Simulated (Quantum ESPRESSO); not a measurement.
## Collinear magnetic orders of K2MnSe2 with Quantum ESPRESSO

Does K2MnSe2 prefer parallel or opposed moments?

Main program and level: Quantum ESPRESSO 7.5; PBEsol with U = 4 eV on Mn d (ortho-atomic projectors); plane waves with GBRV 1.5 PBEsol potentials, no spin-orbit coupling.

## 1. The structure

Symmetry: Ibam, No. 72, orthorhombic system. The conventional cell has a = 7.166 Å, b = 13.193 Å, c = 6.440 Å, α = 90.00°, β = 90.00°, γ = 90.00°. Nearest to K lie 6 Se at 3.28 to 3.89 Å and 2 Mn at 3.50 Å. Nearest to Mn lie 4 Se at 2.56 Å. Se has 2 Mn at 2.56 Å and 6 K at 3.28 to 3.89 Å nearest. Farther neighbours and most contacts between anions are not listed.

The cell comes from the Crystallography Open Database.

## 2. Start 1: ferro ++

The signs are those of the starting moments on the seeded atoms, the atoms that are given a moment.

pw.in reads:

```
&CONTROL
  calculation = 'scf'
  prefix = 'pwscf'
  outdir = './tmp'
  pseudo_dir = './pseudo'
  disk_io = 'nowf'
/
&SYSTEM
  ibrav = 0
  nat = 10
  ntyp = 3
  ecutwfc = 40
  ecutrho = 280
  nbnd = 64
  occupations = 'smearing'
  smearing = 'fd'
  degauss = 0.00367493
  nspin = 2
  starting_magnetization(1) = 0
  starting_magnetization(2) = 0.3
  starting_magnetization(3) = 0
/
&ELECTRONS
  conv_thr = 2d-08
  electron_maxstep = 150
  mixing_beta = 0.3
/
ATOMIC_SPECIES
K      39.0983 k_pbesol_v1.4.uspp.F.UPF
Mn     54.9380 mn_pbesol_v1.5.uspp.F.UPF
Se     78.9710 se_pbesol_v1.uspp.F.UPF
CELL_PARAMETERS angstrom
  -3.5830000000    6.5965000000    3.2200000000
   3.5830000000   -6.5965000000    3.2200000000
   3.5830000000    6.5965000000   -3.2200000000
ATOMIC_POSITIONS crystal
K       0.1463900000    0.3393000000    0.4856900000
K       0.8536100000    0.6607000000    0.5143100000
K       0.3536100000    0.8393000000    0.1929100000
K       0.6463900000    0.1607000000    0.8070900000
Mn      0.2500000000    0.2500000000    0.0000000000
Mn      0.7500000000    0.7500000000    0.0000000000
Se      0.8940800000    0.1982700000    0.0923500000
Se      0.1059200000    0.8017300000    0.9076500000
Se      0.6059200000    0.6982700000    0.3041900000
Se      0.3940800000    0.3017300000    0.6958100000
K_POINTS automatic
4 4 4 0 0 0
HUBBARD {ortho-atomic}
U Mn-3d 4.0000
```

The run is started by

```console
OMP_NUM_THREADS=1 mpirun -n 4 pw.x -nk 4 -in pw.in > pw.out
```

Output:

```text
Program PWSCF v.7.5 starts

     Message from routine setup:
     using ibrav=0 with symmetry is DISCOURAGED, use correct ibrav instead

     K-points division:     npool     =       4
     Subspace diagonalization in iterative solution of the eigenvalue problem:

     G-vector sticks info
     --------------------
     sticks:   dense  smooth     PW     G-vecs:    dense   smooth      PW
     Sum        3855    2205    683               162591    70217   12267

     Using Slab Decomposition

     bravais-lattice index     =            0
     lattice parameter (alat)  =      15.4357  a.u.
     unit-cell volume          =    2054.3424 (a.u.)^3
     number of atoms/cell      =           10
     number of atomic types    =            3
     number of electrons       =        90.00
     number of Kohn-Sham states=           64
     kinetic-energy cutoff     =      40.0000  Ry
     charge density cutoff     =     280.0000  Ry
     scf convergence threshold =      2.0E-08
     mixing beta               =       0.3000
     number of iterations used =            8  plain     mixing
     Exchange-correlation= SLA  PW   PSX  PSC
                           (   1   4  10   8   0   0   0)
     Hubbard projectors: ortho-atomic
     Hubbard parameters of DFT+U (Dudarev formulation) in eV:
     U(Mn-3d) =  4.0000

     Internal variables: lda_plus_u =T, lda_plus_u_kind = 0

     Internal variables: orbital_resolved =F, hub_pot_fix =F, apply_U = F

     celldm(1)=  15.435731  celldm(2)=   0.000000  celldm(3)=   0.000000
     celldm(4)=   0.000000  celldm(5)=   0.000000  celldm(6)=   0.000000

     crystal axes: (cart. coord. in units of alat)
               a(1) = (  -0.438650   0.807579   0.394210 )
               a(2) = (   0.438650  -0.807579   0.394210 )
               a(3) = (   0.438650   0.807579  -0.394210 )

     reciprocal axes: (cart. coord. in units 2 pi/alat)
               b(1) = (  0.000000  0.619134  1.268360 )
               b(2) = (  1.139860 -0.000000  1.268360 )
               b(3) = (  1.139860  0.619134  0.000000 )

     PseudoPot. # 1 for K  read from file:
     k_pbesol_v1.4.uspp.F.UPF
     Pseudo is Ultrasoft + core correction, Zval =  9.0
     Generated by new atomic code, or converted to UPF format
     Using radial grid of  841 points,  6 beta functions with:
                l(1) =   0
                l(2) =   0
                l(3) =   1
                l(4) =   1
                l(5) =   2
                l(6) =   2
     Q(r) pseudized with  6 coefficients,  rinner =    1.500   1.500   1.500
                                                       1.500   1.500

     PseudoPot. # 2 for Mn read from file:
     mn_pbesol_v1.5.uspp.F.UPF
     Pseudo is Ultrasoft + core correction, Zval = 15.0
     Generated by new atomic code, or converted to UPF format
     Using radial grid of  859 points,  6 beta functions with:
                l(1) =   0
                l(2) =   0
                l(3) =   1
                l(4) =   1
                l(5) =   2
                l(6) =   2
     Q(r) pseudized with  8 coefficients,  rinner =    0.950   0.950   0.950
                                                       0.950   0.950

     PseudoPot. # 3 for Se read from file:
     se_pbesol_v1.uspp.F.UPF
     Pseudo is Ultrasoft + core correction, Zval =  6.0
     Generated by new atomic code, or converted to UPF format
     Using radial grid of  877 points,  6 beta functions with:
                l(1) =   0
                l(2) =   0
                l(3) =   1
                l(4) =   1
                l(5) =   2
                l(6) =   2
     Q(r) pseudized with  8 coefficients,  rinner =    1.300   1.300   1.300
                                                       1.300   1.300

     atomic species   valence    mass     pseudopotential
     K                 9.00    39.09830     K ( 1.00)
     Mn               15.00    54.93800     Mn( 1.00)
     Se                6.00    78.97100     Se( 1.00)

     Starting magnetic structure
     atomic species   magnetization
     K               0.000
     Mn              0.300
     Se              0.000

      8 Sym. Ops., with inversion, found ( 4 have fractional translation)

   Cartesian axes

     site n.     atom                  positions (alat units)
         1        K      tau(   1) = (   0.2976681   0.2364431  -0.0000000  )
         2        K      tau(   2) = (   0.1409822   0.5711363   0.3942099  )
         3        K      tau(   3) = (   0.2976681  -0.2364431   0.3942099  )
         4        K      tau(   4) = (   0.1409822   1.0440225   0.0000000  )
         5        Mn     tau(   5) = (   0.0000000   0.0000000   0.1971049  )
         6        Mn     tau(   6) = (  -0.0000000  -0.0000000   0.5913148  )
         7        Se     tau(   7) = (  -0.2647079   0.6365018   0.3942099  )
         8        Se     tau(   8) = (   0.7033583   0.1710776   0.0000000  )
         9        Se     tau(   9) = (   0.1739424   0.1710776   0.3942099  )
        10        Se     tau(  10) = (   0.2647079   0.6365018  -0.0000000  )

     number of k points=    18  Fermi-Dirac smearing, width (Ry)=  0.0037
                       cart. coord. in units 2pi/alat
        k(    1) = (   0.0000000   0.0000000   0.0000000), wk =   0.0156250
        k(    2) = (   0.2849650   0.1547835   0.0000000), wk =   0.0625000
        k(    3) = (  -0.5699300  -0.3095671   0.0000000), wk =   0.0312500
        k(    4) = (   0.2849650  -0.0000000   0.3170900), wk =   0.0625000
        k(    5) = (   0.5699300   0.1547835   0.3170900), wk =   0.1250000
        [... 13 further k-points ...]

     Dense  grid:   162591 G-vectors     FFT dimensions: (  90,  90,  90)

     Smooth grid:    70217 G-vectors     FFT dimensions: (  64,  64,  64)

     Check: negative core charge=   -0.000012
     Generating pointlists ...
     new r_m :   0.1656 (alat units)  2.5559 (a.u.) for type    1
     new r_m :   0.1294 (alat units)  1.9971 (a.u.) for type    2
     new r_m :   0.1294 (alat units)  1.9971 (a.u.) for type    3

     Initial potential from superposition of free atoms

     starting charge      86.9849, renormalised to      90.0000

     STARTING HUBBARD OCCUPATIONS:

     =================== HUBBARD OCCUPATIONS ===================
     ------------------------ ATOM    5 ------------------------
     Tr[ns(  5)] (up, down, total) =   5.00000  0.00000  5.00000
     Atomic magnetic moment for atom   5 =   5.00000
     [... lines left out ...]
     ------------------------ ATOM    6 ------------------------
     Tr[ns(  6)] (up, down, total) =   5.00000  0.00000  5.00000
     Atomic magnetic moment for atom   6 =   5.00000
     [... lines left out ...]
     Number of occupied Hubbard levels =   10.0000

     Atomic wfc used for Hubbard projectors are orthogonalized

     Starting wfcs are   74 randomized atomic wfcs

     Self-consistent Calculation

     iteration #  1     ecut=    40.00 Ry     beta= 0.30
     Davidson diagonalization with overlap
     ethr =  1.00E-02,  avg # of iterations =  7.3

     =================== HUBBARD OCCUPATIONS ===================
     ------------------------ ATOM    5 ------------------------
     Tr[ns(  5)] (up, down, total) =   4.66398  0.11569  4.77968
     Atomic magnetic moment for atom   5 =   4.54829
     [... lines left out ...]
     ------------------------ ATOM    6 ------------------------
     Tr[ns(  6)] (up, down, total) =   4.66398  0.11569  4.77968
     Atomic magnetic moment for atom   6 =   4.54829
     [... lines left out ...]
     Number of occupied Hubbard levels =    9.5594

     total energy              =    -823.00201533 Ry
     estimated scf accuracy    <       2.91433731 Ry

     total magnetization       =     9.98 Bohr mag/cell
     absolute magnetization    =    10.07 Bohr mag/cell

     iteration #  2     ecut=    40.00 Ry     beta= 0.30
     Davidson diagonalization with overlap
     ethr =  3.24E-03,  avg # of iterations =  2.3

     total energy              =    -823.50779570 Ry
     estimated scf accuracy    <       0.22643715 Ry

     total magnetization       =    10.00 Bohr mag/cell
     absolute magnetization    =    10.07 Bohr mag/cell

     iteration #  3     ecut=    40.00 Ry     beta= 0.30
     Davidson diagonalization with overlap
     ethr =  2.52E-04,  avg # of iterations =  7.8

     total energy              =    -823.55099943 Ry
     estimated scf accuracy    <       0.05441534 Ry

     total magnetization       =    10.00 Bohr mag/cell
     absolute magnetization    =    10.04 Bohr mag/cell

     [... further iterations left out ...]

     iteration #  9     ecut=    40.00 Ry     beta= 0.30
     Davidson diagonalization with overlap
     ethr =  1.14E-08,  avg # of iterations = 12.0

     negative rho (up, down):  0.000E+00 7.086E-04

     total energy              =    -823.56465467 Ry
     estimated scf accuracy    <       0.00000573 Ry

     total magnetization       =    10.00 Bohr mag/cell
     absolute magnetization    =    10.09 Bohr mag/cell

     iteration # 10     ecut=    40.00 Ry     beta= 0.30
     Davidson diagonalization with overlap
     ethr =  6.37E-09,  avg # of iterations =  2.6

     negative rho (up, down):  0.000E+00 7.082E-04

     total energy              =    -823.56465672 Ry
     estimated scf accuracy    <       0.00000073 Ry

     total magnetization       =    10.00 Bohr mag/cell
     absolute magnetization    =    10.09 Bohr mag/cell

     iteration # 11     ecut=    40.00 Ry     beta= 0.30
     Davidson diagonalization with overlap
     ethr =  8.11E-10,  avg # of iterations =  7.3

     negative rho (up, down):  0.000E+00 7.081E-04

     total energy              =    -823.56465719 Ry
     estimated scf accuracy    <       0.00000006 Ry

     total magnetization       =    10.00 Bohr mag/cell
     absolute magnetization    =    10.09 Bohr mag/cell

     iteration # 12     ecut=    40.00 Ry     beta= 0.30
     Davidson diagonalization with overlap
     ethr =  7.22E-11,  avg # of iterations =  9.4

     negative rho (up, down):  0.000E+00 7.074E-04

     Magnetic moment per site  (integrated on atomic sphere of radius R)
     atom   1 (R=0.166)  charge=  7.9517  magn=  0.0118
     atom   2 (R=0.166)  charge=  7.9517  magn=  0.0118
     atom   3 (R=0.166)  charge=  7.9517  magn=  0.0118
     atom   4 (R=0.166)  charge=  7.9517  magn=  0.0118
     atom   5 (R=0.129)  charge= 13.1409  magn=  4.3844
     atom   6 (R=0.129)  charge= 13.1409  magn=  4.3844
     atom   7 (R=0.129)  charge=  3.9334  magn=  0.0278
     atom   8 (R=0.129)  charge=  3.9334  magn=  0.0278
     atom   9 (R=0.129)  charge=  3.9334  magn=  0.0278
     atom  10 (R=0.129)  charge=  3.9334  magn=  0.0278

     End of self-consistent calculation

     =================== HUBBARD OCCUPATIONS ===================
     ------------------------ ATOM    5 ------------------------
     Tr[ns(  5)] (up, down, total) =   4.95652  0.31483  5.27135
     Atomic magnetic moment for atom   5 =   4.64169
     [... lines left out ...]
     ------------------------ ATOM    6 ------------------------
     Tr[ns(  6)] (up, down, total) =   4.95652  0.31483  5.27135
     Atomic magnetic moment for atom   6 =   4.64169
     [... lines left out ...]
     Number of occupied Hubbard levels =   10.5427

     [... lines left out ...]
     the Fermi energy is     5.2156 ev

!    total energy              =    -823.56465735 Ry
     estimated scf accuracy    <          9.4E-09 Ry
     smearing contrib. (-TS)   =      -0.00000000 Ry
     internal energy E=F+TS    =    -823.56465735 Ry

     The total energy is F=E-TS. E is the sum of the following terms:
     one-electron contribution =    -524.96765869 Ry
     hartree contribution      =     284.00499942 Ry
     xc contribution           =    -206.50282839 Ry
     ewald contribution        =    -376.19765926 Ry
     Hubbard energy            =       0.09848957 Ry

     total magnetization       =    10.00 Bohr mag/cell
     absolute magnetization    =    10.09 Bohr mag/cell

     convergence has been achieved in  12 iterations

=------------------------------------------------------------------------------=
   JOB DONE.
=------------------------------------------------------------------------------=
```

It took 3.6 min on 4 MPI ranks of Intel Xeon Platinum 8488C (Sapphire Rapids), shared host; peak memory 1.7 GiB; 14 min of CPU time.

Spin moment in the atom's sphere by atom:

```tsv
atom	spin moment in the atom's sphere (μB)
K1	0.01
K2	0.01
K3	0.01
K4	0.01
Mn5	4.38
Mn6	4.38
Se7	0.03
Se8	0.03
Se9	0.03
Se10	0.03
```

Numbers from this step:

| Quantity | Value |
| --- | --- |
| smearing term TS | 3.07e-9 eV |
| magnetization | 10 μB |
| absolute magnetization | 10.09 μB |
| final state | ferromagnetic |

(Continued in part 2 of 3.)

[Logs and program files are shortened in this print: banners, set-up blocks, solver, clock and traceback lines can be left out without a mark of their own.]

[Logs are printed without paths, hosts, clocks, repeated set-up lines and the standing remarks that a program may print on its own settings, such as how far it seeks lower states.]

[Hosts, paths, dates, database ids (printed as entryN), source tags and the programs' standing remarks are cut or masked in the printed files.]

[Where a cell is said to come from a database of computed structures, the database is the Materials Project.]
